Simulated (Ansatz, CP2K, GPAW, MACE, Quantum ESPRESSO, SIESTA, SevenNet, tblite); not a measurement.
# Twisted graphene double bilayer, 27.80° (104 atoms) in CP2K

How do the settings of CP2K change the result for twisted graphene double bilayer, 27.80° (104 atoms)? A plane-wave run serves as the yardstick.

Program: CP2K 2026.2. Level of theory: the method is named at each step. Results are calculated unless marked as measured.

## (1) The starting structure

The cell holds 104 atoms: 104 C. Cell: a = 8.870 Å, b = 8.870 Å, c = 24.180 Å, α = 90.0°, β = 90.0°, γ = 120.0°. It derives from C (graphene). Graphene (a = 2.46 Å) under graphene (a = 2.46 Å), double bilayer, commensurate cell of 13 unit cells a layer, twist 27.80 deg; facing planes 3.33, 3.52, 3.33 Å apart as built; 14 Å of vacuum; minimised with a classical potential. Then every atom was moved at random, 0.05 Å r.m.s. a Cartesian component. Regions: layer 1, 26 atoms (26 C); layer 2, 26 atoms (26 C); layer 3, 26 atoms (26 C); layer 4, 26 atoms (26 C). Vacuum lies along c.

The yardstick, on the same geometry:

| Quantity | Value |
| --- | --- |
| method | Kohn-Sham DFT, PBE, SSSP efficiency 1.3.0 pseudopotentials, plane waves (Quantum ESPRESSO 7.5); sssp-pbe-1.3.0-efficiency, cutoffs 45/360 Ry, Γ point |
| r.m.s. force component | 2.969 eV/Å |
| longest force | 12.73 eV/Å |
| time | 3.6 min on 4 MPI ranks of Arm Neoverse V2, shared host |
| CPU time | 14 min |

## (2) PBE, DZVP-MOLOPT-SR, 450/50 Ry, diagonalisation

Method: Kohn-Sham DFT, PBE, GTH-PBE pseudopotentials, Gaussian and plane waves, DZVP-MOLOPT-SR-GTH, diagonalisation.

Input file input.inp:

```
&GLOBAL
  PROJECT cell
  RUN_TYPE ENERGY_FORCE
  PRINT_LEVEL LOW
&END GLOBAL
&FORCE_EVAL
  METHOD QS
  &DFT
    BASIS_SET_FILE_NAME BASIS_MOLOPT
    POTENTIAL_FILE_NAME GTH_POTENTIALS
    &MGRID
      CUTOFF 450
      REL_CUTOFF 50
    &END MGRID
    &QS
      EPS_DEFAULT 1.0E-12
    &END QS
    &SCF
      SCF_GUESS ATOMIC
      EPS_SCF 1.0E-06
      MAX_SCF 200
      ADDED_MOS 46
      &DIAGONALIZATION
        ALGORITHM STANDARD
      &END DIAGONALIZATION
      &SMEAR ON
        METHOD FERMI_DIRAC
        ELECTRONIC_TEMPERATURE [K] 580
      &END SMEAR
      &MIXING
        METHOD BROYDEN_MIXING
        ALPHA 0.15
        NBROYDEN 8
      &END MIXING
      &PRINT
        &RESTART OFF
        &END RESTART
      &END PRINT
    &END SCF
    &XC
      &XC_FUNCTIONAL PBE
      &END XC_FUNCTIONAL
    &END XC
    &PRINT
      &MULLIKEN ON
      &END MULLIKEN
      &HIRSHFELD ON
        SHAPE_FUNCTION DENSITY
      &END HIRSHFELD
      &MO ON
        EIGENVALUES T
        OCCUPATION_NUMBERS T
        MO_INDEX_RANGE 197 220
        &EACH
          QS_SCF 0
        &END EACH
        ADD_LAST NUMERIC
      &END MO
    &END PRINT
  &END DFT
  &SUBSYS
    &CELL
      A 8.86970 0.00000 0.00000
      B -4.43485 7.68139 0.00000
      C 0.00000 0.00000 24.18000
    &END CELL
    &COORD
      C 0.27567 1.43780 7.02598
      C 1.33799 0.43707 7.02792
      C -0.36574 3.62339 7.05476
      C 0.69632 2.76015 6.93990
      C -1.01190 6.20265 7.06757
      C -0.03038 5.06042 7.08740
      C 2.74318 0.80232 7.04629
      C -0.63214 7.60442 7.07072
      C 2.08269 3.17426 6.96577
      C 2.97015 2.13504 6.94764
      C 1.39560 5.51762 7.03179
      C 2.37043 4.48562 7.03396
      C 5.12842 0.26432 7.01534
      C 1.68143 6.81508 7.01679
      C 4.47082 2.56105 7.02115
      C 5.41154 1.59950 7.04968
      C 3.70257 4.84127 7.00567
      C 4.77957 3.93402 7.06467
      C 3.06036 7.30277 6.91959
      C 3.99447 6.25065 6.99020
      C 6.74856 1.93456 7.00857
      C 7.83731 1.08023 7.02139
      C 6.15273 4.36364 7.02647
      C -1.66267 3.33011 7.03275
      C -3.45395 6.72798 6.95489
      C -2.31371 5.72824 7.10916
      C 0.74270 2.69502 10.44987
      C 1.69447 1.74014 10.45712
      C -0.02967 5.12280 10.44673
      C 0.98596 4.09372 10.39063
      C -0.58833 7.51793 10.42545
      C 0.29328 6.55107 10.35291
      C 3.05725 2.16239 10.36040
      C 4.15528 1.13577 10.32002
      C 2.35863 4.51973 10.38120
      C 3.40672 3.55380 10.39256
      C 1.64994 6.90588 10.36645
      C 2.69923 5.91421 10.41844
      C 5.44440 1.69098 10.32027
      C 6.44552 0.64938 10.39547
      C 4.83279 3.83755 10.43488
      C 5.90886 2.89704 10.47236
      C 4.09904 6.26832 10.51032
      C 5.13990 5.26267 10.46607
      C 7.88042 1.02785 10.32486
      C 4.41543 7.63330 10.45833
      C -1.71274 3.33864 10.49194
      C -0.72714 2.39951 10.45060
      C -2.49012 5.75328 10.40248
      C -1.37006 4.76054 10.47598
      C 1.36092 0.44083 10.37902
      C -1.99985 7.08286 10.39015
      C 6.18546 0.76153 13.87956
      C 5.75918 2.12606 13.66484
      C 4.33804 2.65799 13.81718
      C 4.06538 3.96029 13.74536
[... 44 atom lines left out ...]
      C 5.75142 2.13750 17.11823
      C 5.43141 3.52353 17.15644
      C 4.09545 3.90668 17.15402
      C 3.78705 5.37398 17.20020
    &END COORD
    &KIND C
      BASIS_SET DZVP-MOLOPT-SR-GTH-q4
      POTENTIAL GTH-PBE-q4
    &END KIND
  &END SUBSYS
  &PRINT
    &FORCES ON
    &END FORCES
  &END PRINT
&END FORCE_EVAL
```

On the command line:

```bash
> OMP_NUM_THREADS=1 mpirun -np 4 cp2k.psmp -i input.inp > output.txt
```

Numbers of over 12 decimals in the logs are rounded to 6 here.

Log:

```text
CP2K| version string:                                       CP2K version 2026.2
 CP2K| Input file name                                                 input.inp
 GLOBAL| Basis set file name                                        BASIS_MOLOPT
 GLOBAL| Potential file name                                      GTH_POTENTIALS
 GLOBAL| Run type                                                   ENERGY_FORCE
 GLOBAL| Total number of message passing processes                             4
 GLOBAL| Number of threads for this process                                    1
 TOTAL NUMBERS AND MAXIMUM NUMBERS
  Total number of            - Atomic kinds:                                   1
                             - Atoms:                                        104
                             - Shell sets:                                   104
                             - Shells:                                       520
                             - Primitive Cartesian functions:                520
                             - Cartesian basis functions:                   1456
                             - Spherical basis functions:                   1352
  Maximum angular momentum of- Orbital basis functions:                        2
                             - Local part of the GTH pseudopotential:          2
                             - Non-local part of the GTH pseudopotential:      0
 SCF PARAMETERS         Density guess:                                    ATOMIC
                        max_scf:                                             200
                        eps_scf:                                        1.00E-06
                        added MOs                                        46    0
                        Mixing method:                            BROYDEN_MIXING
                                                charge density mixing in g-space
                        Smear method:                                FERMI_DIRAC
                        Electronic temperature [K]:                        580.0
                        Electronic temperature [a.u.]:                  1.84E-03
                        Accuracy threshold:                             1.00E-10
 Extrapolation method: initial_guess
 Number of electrons:                                                        416
 Number of occupied orbitals:                                                208
 Number of molecular orbitals:                                               254
 Number of orbital functions:                                               1352
 Number of independent orbital functions:                                   1352
 SCF WAVEFUNCTION OPTIMIZATION
  Step     Update method      Time    Convergence         Total energy    Change
     1 NoMix/Diag. 0.15E+00    3.2     0.92619916      -588.3386919476 -5.88E+02
     2 Broy./Diag. 0.15E+00    5.1     0.02507111      -564.6484939246  2.37E+01
     3 Broy./Diag. 0.15E+00    5.1     0.08842233      -585.2145405138 -2.06E+01
     4 Broy./Diag. 0.15E+00    5.1     0.02977334      -593.9588340103 -8.74E+00
[...]
22 Broy./Diag. 0.15E+00    5.2     0.00000557      -591.5809960087 -2.24E-04
    23 Broy./Diag. 0.15E+00    5.2     0.00000095      -591.5810626565 -6.66E-05
  *** SCF run converged in    23 steps ***
  Electronic density on regular grids:       -415.9999999998        0.0000000002
  Core density on regular grids:              415.9999999996       -0.0000000004
  Total charge density on r-space grids:       -0.0000000002
  Total charge density g-space grids:          -0.0000000002
  Overlap energy of the core charge distribution:               5.11747e-05
  Self energy of the core charge distribution:              -1386.840824
  Core Hamiltonian energy:                                    437.583278
  Hartree energy:                                             540.247059
  Exchange-correlation energy:                               -182.570626
  Electronic entropic energy:                                  -9.3e-13
  Fermi energy:                                                 0.038915
  Total energy:                                              -591.581063
  Total energy (extrapolated to T->0):                       -591.581063
 MO| EIGENVALUES AND OCCUPATION NUMBERS
 MO|
 MO|  Index      Eigenvalue [a.u.]        Eigenvalue [eV]             Occupation
 MO|    197              -0.031291              -0.851464               2.000000
 MO|    198              -0.028725              -0.781650               2.000000
 MO|    199              -0.027349              -0.744212               2.000000
[...]
MO|    219               0.108476               2.951773               0.000000
 MO|    220               0.109917               2.990989               0.000000
 MO| Sum:                                                             416.000000
 MO| E(Fermi):            0.038915 a.u.          1.058939 eV
 !-----------------------------------------------------------------------------!
                     Mulliken Population Analysis
 #  Atom  Element  Kind  Atomic population                           Net charge
       1     C        1          3.999419                              0.000581
       2     C        1          4.002215                             -0.002215
       3     C        1          4.001544                             -0.001544
[...]
103     C        1          3.992723                              0.007277
     104     C        1          3.999162                              0.000838
 # Total charge                            416.000000                  0.000000
 !-----------------------------------------------------------------------------!
 !-----------------------------------------------------------------------------!
                           Hirshfeld Charges
  #Atom  Element  Kind  Ref Charge     Population                    Net charge
      1       C      1       4.000          4.005                        -0.005
      2       C      1       4.000          3.994                         0.006
      3       C      1       4.000          4.012                        -0.012
[...]
103       C      1       4.000          3.999                         0.001
    104       C      1       4.000          3.993                         0.007
  Total Charge                                                           -0.000
 !-----------------------------------------------------------------------------!
 ENERGY| Total FORCE_EVAL ( QS ) energy [hartree]           -591.581017
 FORCES| Atomic forces [hartree/bohr]
 FORCES|   Atom     x               y               z               |f|
 FORCES|      1  8.14639091E-02 -2.08831186E-02 -1.21690377E-02   8.49738701E-02
 FORCES|      2 -1.43304229E-02 -3.77102381E-02 -5.93398537E-03   4.07754247E-02
 FORCES|      3  5.47219335E-02  1.14766884E-01 -6.74166758E-03   1.27323909E-01
[...]
FORCES|    103 -6.50783857E-04  6.75925059E-02 -6.63760986E-03   6.79207497E-02
 FORCES|    104 -7.01828229E-02 -8.89566225E-02 -9.69661458E-03   1.13723057E-01
 FORCES| Sum     2.91370265E-05 -1.38078221E-04 -9.61946250E-06
 FORCES| Total atomic force                                       1.41446440E-04
```

Run time: 2.2 min. Hardware: 4 MPI ranks of Arm Neoverse V2, shared host; peak memory 4.2 GiB.

Banners, paths, timers and routine set-up lines are dropped from the logs unmarked, and long logs keep their key lines alone; longer cuts are marked.

Numbers from this run, and their distance from the reference:

| Quantity | Value |
| --- | --- |
| r.m.s. force component | 3.008 eV/Å |
| r.m.s. difference of force components | 46.48 meV/Å |
| longest difference of force vectors | 204.4 meV/Å |
| force difference over r.m.s. force | 1.565 % |
| slope of forces against the reference's | 1.013 |
| correlation of force components | 1 |

Local excerpt of 10 atoms (numbers count through the whole input) about C16, picked at random; x, y, z are measured from there.

| atom | x | y | z | distance (Å) | bonds | Hirshfeld charge (e) | Fx | Fy | Fz (eV/Å) |
| --- | --- | --- | --- | --- | --- | --- | --- | --- | --- |
| C16 | 0.00 | 0.00 | 0.00 | 0.00 | 3 | -0.02 | 2.44 | -0.73 | -0.53 |
| C15 | -0.94 | 0.96 | -0.03 | 1.35 | 3 | 0.01 | -4.82 | 0.93 | -0.11 |
| C13 | -0.28 | -1.34 | -0.03 | 1.37 | 3 | 0.00 | 0.15 | -3.90 | 0.36 |
| C21 | 1.34 | 0.34 | -0.04 | 1.38 | 3 | 0.01 | 3.02 | 3.77 | 0.32 |
| C8 | -1.61 | -1.68 | 0.02 | 2.32 | 3 | 0.00 | -1.40 | -3.71 | -0.26 |
| C18 | -0.63 | 2.33 | 0.01 | 2.42 | 3 | 0.00 | 0.65 | -0.05 | -0.71 |
| C22 | 2.43 | -0.52 | -0.03 | 2.48 | 3 | 0.00 | -2.75 | -4.98 | -0.67 |
| C24 | 1.80 | 1.73 | -0.02 | 2.49 | 3 | 0.00 | -6.22 | -1.39 | -0.03 |
| C10 | -2.44 | 0.54 | -0.10 | 2.50 | 3 | 0.01 | 6.23 | 2.79 | 0.72 |
| C14 | 0.70 | -2.47 | -0.03 | 2.56 | 3 | 0.00 | 1.38 | 7.07 | -0.63 |

Forces lie 1.6 % from the reference's, at 0.60 times its CPU time.

## (3) GFN1-xTB, diagonalisation

Method: GFN1-xTB tight binding (the program's own implementation), diagonalisation.

Input file input.inp:

```
&GLOBAL
  PROJECT cell
  RUN_TYPE ENERGY_FORCE
  PRINT_LEVEL LOW
&END GLOBAL
&FORCE_EVAL
  METHOD QS
  &DFT
    &QS
      METHOD XTB
      &XTB
        GFN_TYPE 1
        DO_EWALD T
        CHECK_ATOMIC_CHARGES F
      &END XTB
    &END QS
    &SCF
      SCF_GUESS ATOMIC
      EPS_SCF 1.0E-06
      MAX_SCF 200
      ADDED_MOS 78
      &DIAGONALIZATION
        ALGORITHM STANDARD
      &END DIAGONALIZATION
      &SMEAR ON
        METHOD FERMI_DIRAC
        ELECTRONIC_TEMPERATURE [K] 580
      &END SMEAR
      &MIXING
        METHOD BROYDEN_MIXING
        ALPHA 0.15
        NBROYDEN 8
      &END MIXING
      &PRINT
        &RESTART OFF
        &END RESTART
      &END PRINT
    &END SCF
    &PRINT
      &MULLIKEN ON
      &END MULLIKEN
    &END PRINT
  &END DFT
  &SUBSYS
    &CELL
      A 8.86970 0.00000 0.00000
      B -4.43485 7.68139 0.00000
      C 0.00000 0.00000 24.18000
    &END CELL
    &TOPOLOGY
      COORD_FILE_NAME structure.xyz
      COORD_FILE_FORMAT XYZ
    &END TOPOLOGY
  &END SUBSYS
  &PRINT
    &FORCES ON
    &END FORCES
  &END PRINT
&END FORCE_EVAL
```

Input file structure.xyz:

```xyz
104

C 0.27567 1.43780 7.02598
C 1.33799 0.43707 7.02792
C -0.36574 3.62339 7.05476
C 0.69632 2.76015 6.93990
C -1.01190 6.20265 7.06757
C -0.03038 5.06042 7.08740
C 2.74318 0.80232 7.04629
C -0.63214 7.60442 7.07072
C 2.08269 3.17426 6.96577
C 2.97015 2.13504 6.94764
C 1.39560 5.51762 7.03179
C 2.37043 4.48562 7.03396
C 5.12842 0.26432 7.01534
C 1.68143 6.81508 7.01679
C 4.47082 2.56105 7.02115
C 5.41154 1.59950 7.04968
C 3.70257 4.84127 7.00567
C 4.77957 3.93402 7.06467
C 3.06036 7.30277 6.91959
C 3.99447 6.25065 6.99020
[... 80 atom lines left out ...]
C 5.75142 2.13750 17.11823
C 5.43141 3.52353 17.15644
C 4.09545 3.90668 17.15402
C 3.78705 5.37398 17.20020
```

On the command line:

```bash
> OMP_NUM_THREADS=1 cp2k.psmp -i input.inp > output.txt
```

Log:

```text
CP2K| version string:                                       CP2K version 2026.2
 CP2K| Input file name                                                 input.inp
 GLOBAL| Basis set file name                                           BASIS_SET
 GLOBAL| Potential file name                                           POTENTIAL
 GLOBAL| Run type                                                   ENERGY_FORCE
 GLOBAL| Total number of message passing processes                             1
 GLOBAL| Number of threads for this process                                    1
                  #####   #####        #          ####### ######
                 #     # #     #      #              #    #     #
                 #     # #           #    ##   ##    #    #     #
[... lines left out ...]
                        Smear method:                                FERMI_DIRAC
[... lines left out ...]
 Number of electrons:                                                        416
[... lines left out ...]
  Step     Update method      Time    Convergence         Total energy    Change
[... lines left out ...]
  *** SCF run converged in    28 steps ***
[... lines left out ...]
  Electronic energy:                                            0.00423548
  DFTB3 3rd order energy:                                       9.62136e-08
  Dispersion energy:                                           -0.347722
  Correction for halogen bonding:                               0.000000
  Electronic entropic energy:                                  -5.85e-12
  Fermi energy:                                                -0.371245
  Total energy:                                              -220.555324
  Total energy (extrapolated to T->0):                       -220.555324
 MULLIKEN POPULATION ANALYSIS
  # Atom   Element   Kind        Atomic population                    Net charge
       1     C          1                 3.993119                      0.006881
       2     C          1                 4.007590                     -0.007590
       3     C          1                 3.986926                      0.013074
[...]
103     C          1                 3.996161                      0.003839
     104     C          1                 4.006625                     -0.006625
 # Total charge                         416.000000                      0.000000
 ENERGY| Total FORCE_EVAL ( QS ) energy [hartree]           -220.555324
 FORCES| Atomic forces [hartree/bohr]
 FORCES|   Atom     x               y               z               |f|
 FORCES|      1  7.59440591E-02 -2.58752574E-02 -1.02382003E-02   8.08817025E-02
 FORCES|      2 -1.37189205E-02 -3.85056710E-02 -4.90665307E-03   4.11700222E-02
 FORCES|      3  5.01194279E-02  1.12218584E-01 -4.47106076E-03   1.22983568E-01
[...]
FORCES|    103 -4.81191567E-03  6.68321329E-02 -5.61915385E-03   6.72403407E-02
 FORCES|    104 -6.79079610E-02 -8.15754178E-02 -1.05511245E-02   1.06664737E-01
 FORCES| Sum     1.73333570E-14  4.66293670E-15 -3.90833199E-15
 FORCES| Total atomic force                                       1.83701742E-14
```

Run time: 3.3 s. Hardware: 1 thread; peak memory 0.22 GiB.

Against the reference:

| Property | Result |
| --- | --- |
| r.m.s. force component | 2.905 eV/Å |
| r.m.s. difference of force components | 169 meV/Å |
| longest difference of force vectors | 496.4 meV/Å |
| force difference over r.m.s. force | 5.694 % |
| slope of forces against the reference's | 0.9769 |
| correlation of force components | 0.9986 |

Against the first run (1.6 %), the force difference from the reference is 5.7 %, at 0.0064 times the CPU time (on 1 against 4 cores); the model has changed, so this is no error of the program alone.

(Part 1 of 3 ends here.)

[Also dropped from logs without a mark: logging warnings of Python, and SIESTA's first energy breakdown and zero terms.]

[Logs are printed without paths, hosts, clocks, repeated set-up lines and the standing remarks that a program may print on its own settings, such as how far it seeks lower states.]

[Hosts, paths, dates, database ids (printed as entryN), source tags and the programs' standing remarks are cut or masked in the printed files.]
